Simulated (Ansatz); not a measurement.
# Where N_i (void) puts its levels in the gap of MgO (Fm-3m)

Wanted: the transition levels of a interstitial in MgO (Fm-3m), from a cell of 54 host atoms with 1 N put in.

Method: place-levels on r2SCAN runs: charge-transition levels and formation energies with image-charge correction and potential alignment at the atomic sites; PAW set soft_1, in Ansatz 0.2.0.

The experiments to compare with:

For MgO, rocksalt (bulk crystal), “Electronic structure of alkaline earth and post-transition metal oxides” (2009, arxiv:0908.1581) quotes earlier work: band gap (literature experimental gap) 7.83 eV [Literature value based on experiment; other listed experimental values range from 7.7 to …].

Report form: the programs' logs are mostly left out.

In doubt: warnings of the run leave room for a lower electronic state (in some of the runs), so energies may not be the lowest and differences between runs may mislead.

## (1) The starting structure

The cell holds 55 atoms: 27 Mg, 27 O and 1 N. Its edges and angles: a = 8.925 Å, b = 8.925 Å, c = 8.925 Å, α = 60.0°, β = 60.0°, γ = 60.0°. It derives from MgO (space group Fm-3m). Nearest the centre at fractional (0.250, 0.250, 0.917): N55 at 0.00 Å, Mg25 at 1.82 Å, O2 at 1.82 Å, Mg19 at 1.82 Å, O24 at 1.82 Å, O12 at 1.82 Å, Mg7 at 1.82 Å, Mg29 at 1.82 Å.

The host's dielectric constants go in as inputs: 3.24 for the electrons alone, 10.37 with the ions, from a response run on this crystal (DFPT, PBEsol) at that run's own cell.

The cell's shortest repeat is 8.9 Å.

## (2) What was run first

A transition level is the Fermi level at which two charge states cost the same, so each charge needs its own total energy, at its own relaxed structure.

Random displacements of about 0.05 Å break the site symmetry at the start, so that the relaxation can reach a distorted minimum if there is one. Forces are taken at one point at (¼, ¼, ¼). The cell holds 1 electron more than the neutral one, with a uniform background that keeps it neutral on the whole.

The sampling was tested on the host first: at the k-points planned (1x1x1 shifted 0.25 0.25 0.25) its energy lies 0.020 eV an atom from the dense-mesh value, under the bound of 0.02 eV set for this test; that bounds the host's error, not the defect's.

One of the inputs; charge, spin and start change from state to state.

Contents of qm1.relax/input.yaml:

```yaml
crystal:
  lattice:
    - [0.0, 6.31124291, 6.31124291]
    - [6.31124291, 0.0, 6.31124291]
    - [6.31124291, 6.31124291, 0.0]
  atoms:
    - { symbol: Mg, position: [0.0, 0.0, 0.0] }
    - { symbol: O, position: [0.16666667, 0.16666667, 0.16666667] }
    - { symbol: Mg, position: [0.0, 0.0, 0.33333333] }
    - { symbol: O, position: [0.16666667, 0.16666667, 0.5] }
    - { symbol: Mg, position: [0.0, 0.0, 0.66666667] }
    - { symbol: O, position: [0.16666667, 0.16666667, 0.83333333] }
    - { symbol: Mg, position: [0.0, 0.33333333, 0.0] }
    - { symbol: O, position: [0.16666667, 0.5, 0.16666667] }
    - { symbol: Mg, position: [0.0, 0.33333333, 0.33333333] }
    - { symbol: O, position: [0.16666667, 0.5, 0.5] }
    - { symbol: Mg, position: [0.0, 0.33333333, 0.66666667] }
    - { symbol: O, position: [0.16666667, 0.5, 0.83333333] }
    - { symbol: Mg, position: [0.0, 0.66666667, 0.0] }
    - { symbol: O, position: [0.16666667, 0.83333333, 0.16666667] }
    - { symbol: Mg, position: [0.0, 0.66666667, 0.33333333] }
    - { symbol: O, position: [0.16666667, 0.83333333, 0.5] }
    - { symbol: Mg, position: [0.0, 0.66666667, 0.66666667] }
    - { symbol: O, position: [0.16666667, 0.83333333, 0.83333333] }
    - { symbol: Mg, position: [0.33333333, 0.0, 0.0] }
    - { symbol: O, position: [0.5, 0.16666667, 0.16666667] }
    - { symbol: Mg, position: [0.33333333, 0.0, 0.33333333] }
    - { symbol: O, position: [0.5, 0.16666667, 0.5] }
    - { symbol: Mg, position: [0.33333333, 0.0, 0.66666667] }
    - { symbol: O, position: [0.5, 0.16666667, 0.83333333] }
    - { symbol: Mg, position: [0.33333333, 0.33333333, 0.0] }
    - { symbol: O, position: [0.5, 0.5, 0.16666667] }
    - { symbol: Mg, position: [0.33333333, 0.33333333, 0.33333333] }
    - { symbol: O, position: [0.5, 0.5, 0.5] }
    - { symbol: Mg, position: [0.33333333, 0.33333333, 0.66666667] }
    - { symbol: O, position: [0.5, 0.5, 0.83333333] }
    - { symbol: Mg, position: [0.33333333, 0.66666667, 0.0] }
    - { symbol: O, position: [0.5, 0.83333333, 0.16666667] }
    - { symbol: Mg, position: [0.33333333, 0.66666667, 0.33333333] }
    - { symbol: O, position: [0.5, 0.83333333, 0.5] }
    - { symbol: Mg, position: [0.33333333, 0.66666667, 0.66666667] }
    - { symbol: O, position: [0.5, 0.83333333, 0.83333333] }
    - { symbol: Mg, position: [0.66666667, 0.0, 0.0] }
    - { symbol: O, position: [0.83333333, 0.16666667, 0.16666667] }
    - { symbol: Mg, position: [0.66666667, 0.0, 0.33333333] }
    - { symbol: O, position: [0.83333333, 0.16666667, 0.5] }
    - { symbol: Mg, position: [0.66666667, 0.0, 0.66666667] }
    - { symbol: O, position: [0.83333333, 0.16666667, 0.83333333] }
    - { symbol: Mg, position: [0.66666667, 0.33333333, 0.0] }
    - { symbol: O, position: [0.83333333, 0.5, 0.16666667] }
    - { symbol: Mg, position: [0.66666667, 0.33333333, 0.33333333] }
    - { symbol: O, position: [0.83333333, 0.5, 0.5] }
    - { symbol: Mg, position: [0.66666667, 0.33333333, 0.66666667] }
    - { symbol: O, position: [0.83333333, 0.5, 0.83333333] }
    - { symbol: Mg, position: [0.66666667, 0.66666667, 0.0] }
    - { symbol: O, position: [0.83333333, 0.83333333, 0.16666667] }
    - { symbol: Mg, position: [0.66666667, 0.66666667, 0.33333333] }
    - { symbol: O, position: [0.83333333, 0.83333333, 0.5] }
    - { symbol: Mg, position: [0.66666667, 0.66666667, 0.66666667] }
    - { symbol: O, position: [0.83333333, 0.83333333, 0.83333333] }
    - { symbol: "N", position: [0.25, 0.25, 0.916667] }
  host:
    repeats: [3, 3, 3]
    atoms:
      - { symbol: Mg, position: [0.0, 0.0, 0.0] }
      - { symbol: O, position: [0.5, 0.5, 0.5] }
total_charge: -1
basis:
  ecutwfc: 500
  xc_grid: 2
hamiltonian:
  xc: r2scan
  pseudopotentials: { kind: paw, azcp: { folder: soft_1 } }
kpoints:
  mp_grid: { grid: [1, 1, 1], shift: [0.25, 0.25, 0.25] }
scf:
  occupations: { method: fixed }
  max_iter: 80
output:
  forces: true
  charged_corrections:
    epsilon: 3.24
    static_epsilon: 10.37
    defect_position: [0.25, 0.25, 0.916667]
relax:
  f_tol: 0.02
  max_steps: 80
  random_displacement: { amplitude: 0.05, seed: 9598 }
checkpoint:
  write: "../qm1.relax.run"
  compress: false
  write_wavefunctions: true
  write_every: 100000
```

Run with:

```bash
ansatz run input.yaml --threads 4 --pin off --max-ram 7536MiB --backend cpu --events-out ev --progress --plain --runs-dir out
```

Defect states can disperse in a cell of this size, so the energy is taken again at a 2×2×2 shifted mesh, on the relaxed structure.

The run of this state that the levels use, under r2SCAN:

Contents of qm1.point/input.yaml:

```yaml
crystal:
  checkpoint: "../qm1.relax.run"
  host: checkpoint
total_charge: -1
basis:
  ecutwfc: 500
  xc_grid: 2
hamiltonian:
  xc: r2scan
  pseudopotentials: { kind: paw, azcp: { folder: soft_1 } }
kpoints:
  mp_grid: { grid: [2, 2, 2], shift: [0.5, 0.5, 0.5] }
scf:
  occupations: { method: fermi_dirac, width: 0.01 }
  max_iter: 80
output:
  forces: true
  eigenvalues: true
  charged_corrections:
    epsilon: 3.24
    static_epsilon: 10.37
    defect_position: [0.25, 0.25, 0.916667]
  eigenstates: { localisation: true }
  populations: true
  band_densities: [{ bands: [v1, v1] }, { bands: [c1, c1] }]
  write_density: true
  write_potential: true
  volumetric_format: npy
  elf: true
checkpoint:
  read: "../qm1.relax.run"
  write: "../qm1.point.run"
  compress: false
  write_wavefunctions: false
  write_every: 100000
```

Relaxations under r2SCAN at one point at (¼, ¼, ¼); times on 4 threads of Arm Neoverse V2, shared host:

```csv
charge,moment (μB),occupations,outcome,steps,largest displacement against the far atoms (Å),time
−1,0,fixed,converged,17,1.42,3.6 min
0,1,fixed,converged,15,1.27,6.1 min
+1,0,fixed,converged,16,1.35,3.1 min
+1,2,fixed,converged,13,1.26,5.3 min
```

Single points under r2SCAN at a 2×2×2 shifted mesh; times on 4 threads of Arm Neoverse V2, shared host:

```csv
charge,moment (μB),occupations,outcome,time
−1,0,fermi-dirac,converged,58 s
0,1,fermi-dirac,converged,2.1 min
+1,0,fermi-dirac,converged,61 s
+1,2,fermi-dirac,converged,2.2 min
```

Distances (Å) from N55 to the nearest atoms after relaxation with r2SCAN:

```csv
charge,moment (μB),1.,2.,3.,4.,5.,6.
−1,0,O 1.45,Mg 1.90,Mg 1.90,Mg 2.03,Mg 2.06,O 2.48
0,1,O 1.34,Mg 1.94,Mg 1.94,Mg 2.08,Mg 2.40,O 2.49
+1,0,O 1.26,Mg 1.95,Mg 1.95,Mg 2.33,Mg 2.34,O 2.44
+1,2,O 1.24,Mg 2.02,Mg 2.05,Mg 2.05,O 2.57,O 2.57
```

## (3) Levels against the band edges, r2SCAN

A charged cell interacts with its images and the background, and its potential has another zero than the host's. place-levels removes the first by a point-charge model, screened by the static dielectric constant since the ions have relaxed around the charge, and the second by comparing potentials at atoms far from the defect.

The host is a run of the defect-free crystal in the same cutoffs, grids and k-points, so that basis and sampling errors cancel in part in the differences. The host is run in a cell of 2 atoms on a matching mesh. Its band edges are searched through the zone by a band path, so the gap is smaller than, or equal to, that on the mesh. Chemical potentials are energies per atom of N (N2 molecule), run with the same functional and cutoff.

Contents of levels.point.yaml:

```yaml
host:
  run: host.point.run
states: [qm1.point.run, q0_M1.point.run, qp1.point.run, qp1_M2.point.run]
geometry_from:
  qm1.point.run: qm1.relax.run
  q0_M1.point.run: q0_M1.relax.run
  qp1.point.run: qp1.relax.run
  qp1_M2.point.run: qp1_M2.relax.run
chemical_potentials:
  "N":
    energy: -384.814403
    dataset: "<sha256 of the dataset>"
epsilon: 3.24
static_epsilon: 10.37
vertical:
  - { from: qm1.point.run, to: qm1.point_neutral.run }
  - { from: qp1.point.run, to: qp1.point_neutral.run }
  - { from: qp1_M2.point.run, to: qp1_M2.point_neutral.run }
```

Run with:

```bash
ansatz place-levels levels.point.yaml -- --threads 4 --pin off --max-ram 7536MiB
```

It took 0.37 s on 4 threads of Arm Neoverse V2, shared host.

Levels between the charges placed, in eV above the valence top:

```csv
,gap (eV),(+1/0),(0/−1)
r2SCAN,5.68,1.76,3.17
```

Corrections by state:

```csv
charge,moment (μB),image terms and alignment (eV),band filling (eV),ε used,"over the lowest of its charge, as the program ranks them, band filling apart (eV)"
+1,2.0,0.443,-,10.37,0.000
0,1.0,0.000,-,-,0.000
−1,0.0,0.096,-,10.37,0.000
+1,0.0,0.426,-,10.37,0.851
```

The charged structures listed were also run neutral, and place-levels reads from each pair, by the potential or the spins, how wide the charge is by which they differ; that can be the carrier of either run.

```csv
charge,rms radius (Å),spread where it is widest against the cell (Å),wide from (Å),reading
+1,1.0,0.96,1.26,narrow
−1,0.8,0.77,1.26,narrow
```

The neutral runs of these pairs need not share the spin of the lowest neutral state, and very wide values only mean spread over the cell.

From the program's caveats on the states, each cut to its opening words:

- charge +1 (2 μB): its alignment with the host at atomic sites is doubtful: the mean over the far sites moves by +0.0957 eV from their farther parts to their nearer, more than [...]
- charge +1 (2 μB), +1: its displacements don't fall off away from the defect: farther atoms stand 0.024 Å off the host's places
- charge +1 (2 μB), 0 (1 μB): flagged: stability check not made
- charge 0 (1 μB): its alignment with the host at atomic sites is doubtful: the mean over the far sites moves by +0.1321 eV from their farther parts to their nearer, more than [...]
- charge 0 (1 μB): its displacements don't fall off away from the defect: farther atoms stand 0.02 Å off the host's places
- charge −1: its alignment with the host at atomic sites is doubtful: the mean over the far sites moves by +0.1226 eV from their farther parts to their nearer, more than [...]
- charge +1: its alignment with the host at atomic sites is doubtful: the mean over the far sites moves by +0.0692 eV from their farther parts to their nearer, more than [...]

Chemical potentials of the elements' reference phases, run alike. Formation energies (elemental references), with the Fermi level at the valence top and at the conduction bottom (gap 5.68 eV):

```csv
charge,at valence top (eV),at conduction bottom (eV),correction included (eV)
+1,4.87,10.55,0.44
0,6.63,6.63,0.00
−1,9.81,4.13,0.10
```

(Fermi level (eV), lowest formation energy (eV)): (0.00, 4.87), (0.52, 5.39), (1.03, 5.91), (1.55, 6.42), (2.06, 6.63), (2.58, 6.63), (3.10, 6.63), (3.61, 6.19), (4.13, 5.67), (4.65, 5.16), (5.16, 4.64), (5.68, 4.13)

## (4) The same at the relaxations' own k-points

The relaxations' own energies give the levels at their sampling, for comparison.

Contents of levels.relax_mesh.yaml:

```yaml
host:
  run: host.relax.run
states: [qm1.relax.run, q0_M1.relax.run, qp1.relax.run, qp1_M2.relax.run]
chemical_potentials:
  "N":
    energy: -384.814403
    dataset: "<sha256 of the dataset>"
```

Run with:

```bash
ansatz place-levels levels.relax_mesh.yaml -- --threads 4 --pin off --max-ram 7536MiB
```

Wall time 0.11 s (4 threads).

Levels between neighbouring charges, in eV above the valence top:

```csv
,gap (eV),(+1/0),(0/−1)
"one point at (¼, ¼, ¼)",5.66,1.72,3.08
a 2×2×2 shifted mesh,5.68,1.76,3.17
```

Going from one point at (¼, ¼, ¼) to a 2×2×2 shifted mesh moves the levels that carry no band-filling term by up to 0.10 eV and formation energies against the elements by up to 0.14 eV.

## (5) Outcome

```
gap of the host                                                             : 5.68 eV (r2SCAN)
level (plus 1/0)                                                            : 1.76 eV above the valence top
level (0/minus 1)                                                           : 3.17 eV above the valence top
lowest of the charges placed, just above the valence top (0.02 eV)          : +1
lowest of the charges placed, just below the conduction bottom (0.02 eV)    : −1
lowest formation energy at mid-gap of the charges run, elemental references : 6.63 eV
```

**Reading.** Of the charges placed (−1, 0 and +1), the lowest changes at 1.76 eV (+1/0) and 3.17 eV (0/−1) above the valence top, in a gap of 5.68 eV. Charges above +1 and below −1 were not placed, so these runs say nothing of levels that involve them. States placed: +1 at 2 μB and 0 μB; 0 at 1 μB; −1 at 0 μB. Other spin states or structures, where not listed, weren't placed. At charge −1, 0 and +1 the atom put in ends up to 1.4 Å from its starting place, so the name tells the start alone and the levels can join different sites. N is taken at its element; compounds, which aren't counted here, bound the chemical potentials and would shift these formation energies. Going from one point at (¼, ¼, ¼) to a 2×2×2 shifted mesh moves the levels that carry no band-filling term by up to 0.10 eV and formation energies against the elements by up to 0.14 eV. The program doubts the alignment of potentials for at least one state, a sign that the cell is small. Limits: the images are only 8.9 Å apart; r2SCAN makes the gap too small and tends to spread out bound carriers; where a gas molecule sets a chemical potential or the host's formation energy, its binding is uncorrected; force components of up to 0.17 eV/Å remain in a run at the final settings.

Calculation against experiment:

| quantity | measured | r2SCAN |
| --- | --- | --- |
| band gap (least gap of the host) (eV) | 7.83 | 5.68 (-2.15 eV) |

Measured values from arxiv:0908.1581 (2009).

**Verdict.** The band gap is off by -2.15 eV. Local and semilocal functionals usually give gaps below the measured ones. Zero-point and thermal motion shift the measured gap.

[Logs are printed without paths, hosts, clocks, repeated set-up lines and the standing remarks that a program may print on its own settings, such as how far it seeks lower states.]

[Hosts, paths, dates, database ids (printed as entryN), source tags and the programs' standing remarks are cut or masked in the printed files.]

[Where a table of states has a column of steps, it counts the stored structures, which are thinned; the runs took as many ionic steps or more.]

[A defect's name tells the site on which it was built; relaxed atoms can leave that site.]

[For some hosts the program warned that the k-mesh of the response run may be too coarse for force constants and the static dielectric constant; such warnings are not shown here.]
